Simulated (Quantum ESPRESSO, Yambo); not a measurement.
# A GW chain in Yambo: BaTiO3 (P4mm), part 2 of 3

Wanted: ground state, empty states, screening and self-energy for BaTiO3 (P4mm).

Quantum ESPRESSO 7.5 and Yambo 5.3.0; PBE and many-body steps on it, plane waves. Known limits of the many-body steps: not at the basis limit; coarse k mesh.

So far. Step 2 (Ground state): The gap is indirect, with the least direct gap 0.30 eV higher. Step 3 (Bands along the symmetry lines): The gap is 1.844 eV, as in the run before at this level.

The database entry behind the starting cell differs from later determinations by our own check (c/a about 0.6 % short), so it need not match the best structure at ambient conditions.

### Step 4. Empty states on the mesh, 4×4×4 mesh, 258 bands

Level of this step: DFT, PBE with spin-orbit coupling, plane waves, norm-conserving pseudopotentials (Quantum ESPRESSO).

The sums over transitions need many empty states on a uniform mesh; this step solves for them.

pw.in reads:

```
&control
  calculation = 'nscf'
  prefix = 'x'
  outdir = 'o'
  pseudo_dir = 'pseudo'
/
&system
  ibrav = 0
  nat = 5
  ntyp = 3
  ecutwfc = 76.0
  nbnd = 258
  force_symmorphic = .true.
  noncolin = .true.
  lspinorb = .true.
/
&electrons
  conv_thr = 1e-9
  electron_maxstep = 80
  diago_full_acc = .true.
  diago_thr_init = 5e-6
/
ATOMIC_SPECIES
  Ba 137.33 Ba.upf
  Ti 47.867 Ti.upf
  O 15.999 O.upf
CELL_PARAMETERS angstrom
  3.9998000000 0.0000000000 0.0000000000
  0.0000000000 3.9998000000 0.0000000000
  0.0000000000 0.0000000000 4.0180000000
ATOMIC_POSITIONS crystal
  Ba 0.0000000000 0.0000000000 0.0007199741
  Ti 0.5000000000 0.5000000000 0.4856287386
  O 0.5000000000 0.5000000000 0.0253431139
  O 0.5000000000 0.0000000000 0.5156540867
  O 0.0000000000 0.5000000000 0.5156540867
K_POINTS automatic
  4 4 4 0 0 0
```

The run is started by

```console
$ OMP_NUM_THREADS=1 mpirun -n 4 pw.x -nk 4 -in pw.in > pw.out
```

Output:

```text
[banner, memory and clock lines left out]
Program PWSCF v.7.5 starts

     Atomic positions and unit cell read from directory:
     o/x.save/

     Message from routine setup:
     using ibrav=0 with symmetry is DISCOURAGED, use correct ibrav instead

     G-vector sticks info

     bravais-lattice index     =            0
     lattice parameter (alat)  =       7.5585  a.u.
     unit-cell volume          =     433.7935 (a.u.)^3
     number of atoms/cell      =            5
     number of atomic types    =            3
     number of electrons       =        40.00
     number of Kohn-Sham states=          258
     kinetic-energy cutoff     =      76.0000  Ry
     charge density cutoff     =     304.0000  Ry
     Exchange-correlation= PBE
                           (   1   4   3   4   0   0   0)
     Non magnetic calculation with spin-orbit

     celldm(1)=   7.558527  celldm(2)=   0.000000  celldm(3)=   0.000000
     celldm(4)=   0.000000  celldm(5)=   0.000000  celldm(6)=   0.000000

     crystal axes: (cart. coord. in units of alat)
               a(1) = (   1.000000   0.000000   0.000000 )
               a(2) = (   0.000000   1.000000   0.000000 )
               a(3) = (   0.000000   0.000000   1.004550 )

     reciprocal axes: (cart. coord. in units 2 pi/alat)
               b(1) = (  1.000000  0.000000  0.000000 )
               b(2) = (  0.000000  1.000000  0.000000 )
               b(3) = (  0.000000  0.000000  0.995470 )
     Pseudo is Norm-conserving + core correction, Zval = 10.0
     Generated using ONCVPSP code by D. R. Hamann
     Using radial grid of 1958 points, 10 beta functions with:
     Pseudo is Norm-conserving + core correction, Zval = 12.0
     Generated using ONCVPSP code by D. R. Hamann
     Using radial grid of 1586 points, 10 beta functions with:
     Pseudo is Norm-conserving + core correction, Zval =  6.0
     Generated using ONCVPSP code by D. R. Hamann
     Using radial grid of  936 points,  8 beta functions with:
     Ba               10.00   137.33000     Ba( 1.00)
     Ti               12.00    47.86700     Ti( 1.00)
     O                 6.00    15.99900     O ( 1.00)

      8 Sym. Ops. (no inversion) found

   Cartesian axes

     site n.     atom                  positions (alat units)
         1        Ba     tau(   1) = (   0.0000000   0.0000000   0.0007233  )
         2        Ti     tau(   2) = (   0.5000000   0.5000000   0.4878385  )
         3        O      tau(   3) = (   0.5000000   0.5000000   0.0254584  )
         4        O      tau(   4) = (   0.5000000   0.0000000   0.5180004  )
         5        O      tau(   5) = (   0.0000000   0.5000000   0.5180004  )

     number of k points=    18
                       cart. coord. in units 2pi/alat
        k(    1) = (   0.0000000   0.0000000   0.0000000), wk =   0.0156250
        k(    2) = (   0.0000000   0.0000000   0.2488676), wk =   0.0312500
        k(    3) = (   0.0000000   0.0000000  -0.4977352), wk =   0.0156250
[...]
[... 6 further rows ...]
        k(   17) = (  -0.5000000  -0.5000000   0.2488676), wk =   0.0312500
        k(   18) = (  -0.5000000  -0.5000000  -0.4977352), wk =   0.0156250

     Dense  grid:    38811 G-vectors     FFT dimensions: (  45,  45,  45)

     The potential is recalculated from file :
     o/x.save/charge-density

     Starting wfcs are   54 randomized atomic wfcs +  204 random wfcs

     Band Structure Calculation

     End of band structure calculation

          k = 0.0000 0.0000 0.0000 (  4929 PWs)   bands (ev):

   -46.0655 -46.0655 -22.7626 -22.7626 -22.1256 -22.1256 -22.0841 -22.0841
   -14.3769 -14.3769  -6.4476  -6.4476  -5.8224  -5.8224  -5.7124  -5.7124
    -0.9117  -0.9117   1.0015   1.0015   1.0085   1.0085   7.9469   7.9469
[...]
[... 21 further rows ...]
[...]
84.2742  84.2742

          k = 0.0000 0.0000 0.2489 (  4857 PWs)   bands (ev):

[...]
[... 21 further rows ...]
[...]
83.3654  83.3654

          k = 0.0000 0.0000-0.4977 (  4878 PWs)   bands (ev):

[...]
27.6920  27.6920  29.2691  29.2691  29.3667  29.3667  30.5708  30.5708
     [... 21 further rows ...]
    82.3224  82.3224  83.2630  83.2630  83.2878  83.2878  83.3068  83.3068
    83.9990  83.9991

          k = 0.0000 0.2500 0.0000 (  4831 PWs)   bands (ev):

     [... further k-points ...]

     highest occupied, lowest unoccupied level (ev):    10.4288   12.2731

     XML data file, pseudopotentials, collected wavefunctions
```

Wall time 2.4 min (4 MPI ranks of Arm Neoverse V2, shared host); peak memory 1.1 GiB.

Numbers from this step:

- gap: 1.844 eV
- k of the valence top: -0.5, -0.5, -0.5
- k of the conduction bottom: 0, 0, 0
- least direct gap: 2.140 eV
- k points computed: 18
- lowest point of the top converged band, above the valence top: 71.1033 eV

On this mesh the gap is 1.844 eV.

### Step 5. Conversion and set-up

This step: Yambo 5.3.0; conversion and set-up on PBE with spin-orbit coupling, plane waves, norm-conserving pseudopotentials.

The states are converted to the many-body program's format and the q mesh is built.

The run is started by

```console
$ (cd o/x.save; p2y > p2y.log; mv SAVE ../..); yambo > setup.log
```

Output:

```text
 Yambo, version 5.3.0

 [02] CORE Variables Setup
 =========================

  [02.01] Unit cells
  ==================

  Cell kind             :  Unknown
  Atoms in the cell     :  Ba  Ti  O
  number of Ba atoms    :  1
  number of Ti atoms    :  1
  number of O  atoms    :  3

  List of atomic masses
  Mass of Ba    :  137.3300
  Mass of Ti    :  47.86700
  Mass of O     :  15.99900

  List of atomic coordinates    : [cc]
  Ba1       :  0.000000  0.000000  0.005467  order 1
  Ti1       :  3.779263  3.779263  3.687340  order 2
  O1       :  3.779263  3.779263  0.192428  order 3
  O2       :  3.779263  0.000000  3.915320  order 4
  O3       :  0.000000  3.779263  3.915320  order 5

  Alat factors          :  7.558527  7.558527  7.592920 [a.u.]
  Direct lattice volume :  433.7935 [a.u.]
  Direct lattice vectors:  A[ 1 ]  A[ 2 ]  A[ 3 ]
   A[ 1 ]:  1.000000  0.000000  0.000000  [iru]
   7.558527  0.000000  0.000000  [cc]
   A[ 2 ]:  0.000000  1.000000  0.000000  [iru]
   0.000000  7.558527  0.000000  [cc]
   A[ 3 ]:  0.000000  0.000000  1.000000  [iru]
   0.000000  0.000000  7.592920  [cc]

  Recip. lattice volume :  0.571816 [a.u.]
  Recip. lattice vectors:  B[ 1 ]  B[ 2 ]  B[ 3 ]
   B[ 1 ]:  1.000000  0.000000  0.000000  [iku]
   0.831271  0.000000  0.000000  [cc]
   B[ 2 ]:  0.000000  1.000000  0.000000  [iku]
   0.000000  0.831271  0.000000  [cc]
   B[ 3 ]:  0.000000  0.000000  1.000000  [iku]
   0.000000  0.000000  0.827506  [cc]

  [02.02] Symmetries
  ==================

  Inversion symmetry    : yes
  Spatial inversion     : no
  Inversion index       :   9
  K-space Time-reversal : yes
  Magnetic symmetries   : no
  Time-reversal derived K-space symmetries:   9  16
  Group table correct   : yes
  Symmetries units      :  [cc]

   [S  1]:  1.000000  0.000000  0.000000  0.000000  1.000000  0.000000  0.000000  0.000000  1.000000
   [S  2]: -1.000000  0.000000  0.000000  0.000000 -1.000000  0.000000  0.000000  0.000000  1.000000
   [S  3]:  0.000000 -1.000000  0.000000  1.000000  0.000000  0.000000  0.000000  0.000000  1.000000
[...]
[S  7]:  0.000000 -1.000000  0.000000 -1.000000  0.000000  0.000000  0.000000  0.000000  1.000000
   [S  8]:  0.000000  1.000000  0.000000  1.000000  0.000000  0.000000  0.000000  0.000000  1.000000
   [S* 9]: -1.000000 -0.000000 -0.000000 -0.000000 -1.000000 -0.000000 -0.000000 -0.000000 -1.000000
   [S*10]:  1.000000 -0.000000 -0.000000 -0.000000  1.000000 -0.000000 -0.000000 -0.000000 -1.000000
     [... 4 further rows ...]
   [S*15]: -0.000000  1.000000 -0.000000  1.000000 -0.000000 -0.000000 -0.000000 -0.000000 -1.000000
   [S*16]: -0.000000 -1.000000 -0.000000 -1.000000 -0.000000 -0.000000 -0.000000 -0.000000 -1.000000

  [02.03] Reciprocal space
  ========================

  nG shells         :  2386
  nG charge         :   38811
  nG WFs            :   5983
  nC WFs            :   4929
[...]
K [14]         [rlu]:  0.250000 -0.500000  0.250000
         WF components:   4848
  [... 3 further k-points ...]
  K [18]         [rlu]: -0.500000 -0.500000 -0.500000
         WF components:   4800

  [02.05] Energies & Occupations
  ==============================

  [X] === General ===
  [X] Electronic Temperature                        :  0.000000  0.000000 [eV K]
  [X] Bosonic    Temperature                        :  0.000000  0.000000 [eV K]
  [X] Finite Temperature mode                       : no
  [X] El. density                                   :  0.62226E+24 [cm-3]
  [X] Fermi Level                                   :  10.42881 [eV]

  [X] === Gaps and Widths ===
  [X] Conduction Band Min                           :  1.844313 [eV]
  [X] Valence Band Max                              :  0.000000 [eV]
  [X] Filled Bands                                  :   40
  [X] Empty Bands                                   :   41  258
  [X] Direct Gap                                    :  2.140059 [eV]
  [X] Direct Gap localized at k                     :  1
  [X] Indirect Gap                                  :  1.844313 [eV]
  [X] Indirect Gap between kpts                     :  18   1
  [X] Last valence band width                       :  0.919738 [eV]
  [X] 1st conduction band width                     :  2.384173 [eV]

  E @ K [ 1]:  [eV]
  -56.49434 -56.49434 -33.19144 -33.19144 -32.55440 -32.55440 -32.51293 -32.51293
[...]
occ @ K [ 1]
[...]
E @ K [ 2]:  [eV]
[...]
occ @ K [ 2]
[...]
E @ K [ 3]:  [eV]
[...]
occ @ K [ 3]
[...]
E @ K [ 8]:  [eV]
[...]
occ @ K [ 8]
[...]
E @ K [ 9]:  [eV]
[...]
occ @ K [ 9]
[...]
E @ K [10]:  [eV]
[...]
occ @ K [10]
[...]
E @ K [11]:  [eV]
[...]
occ @ K [11]
[...]
E @ K [12]:  [eV]
[...]
occ @ K [12]
[...]
E @ K [13]:  [eV]
[...]
occ @ K [13]
[...]
E @ K [14]:  [eV]
[...]
occ @ K [14]
[...]
[... 3 further k-points ...]
  E @ K [18]:  [eV]
[...]
occ @ K [18]
[...]
0.000000  0.000000  0.000000  0.000000  0.000000  0.000000  0.000000  0.000000
   0.000000  0.000000  0.000000  0.000000  0.000000  0.000000  0.000000  0.000000

 [03] Transferred momenta grid and indexing
 ==========================================

 IBZ Q-points                                      :  18
 BZ  Q-points                                      :   64

 K/Q-points units:
 rlu = crystal or reduced units; cc = cartesian coordinates; iku = interal k-units

 Q [ 1]         [rlu]:  0.000000  0.000000  0.000000
 Q [ 2]         [rlu]:  0.000000  0.000000  0.250000
 Q [ 3]         [rlu]:  0.000000  0.000000 -0.500000
[...]
Q [ 8]         [rlu]:  0.000000 -0.500000  0.250000
 Q [ 9]         [rlu]:  0.000000 -0.500000 -0.500000
 Q [10]         [rlu]:  0.250000  0.250000  0.000000
     [... 6 further rows ...]
 Q [17]         [rlu]: -0.500000 -0.500000  0.250000
 Q [18]         [rlu]: -0.500000 -0.500000 -0.500000

  [03.01] X indexes
  =================

   [03.01.01] Sigma indexes
   ========================

 [06] Game Over & Game summary
```

It took 4 s on 1 MPI rank; peak memory 0.25 GiB.

(Continued in part 3 of 3.)

[Paths, hosts, dates, memory and timing lines, banners, echoed tables and standing remarks are left out of the program output.]

[Logs are printed without paths, hosts, clocks, repeated set-up lines and the standing remarks that a program may print on its own settings, such as how far it seeks lower states.]

[Runs of the session that timed out or met a known fault of the program may be left out.]

[Hosts, paths, dates, database ids (printed as entryN), source tags and the programs' standing remarks are cut or masked in the printed files.]
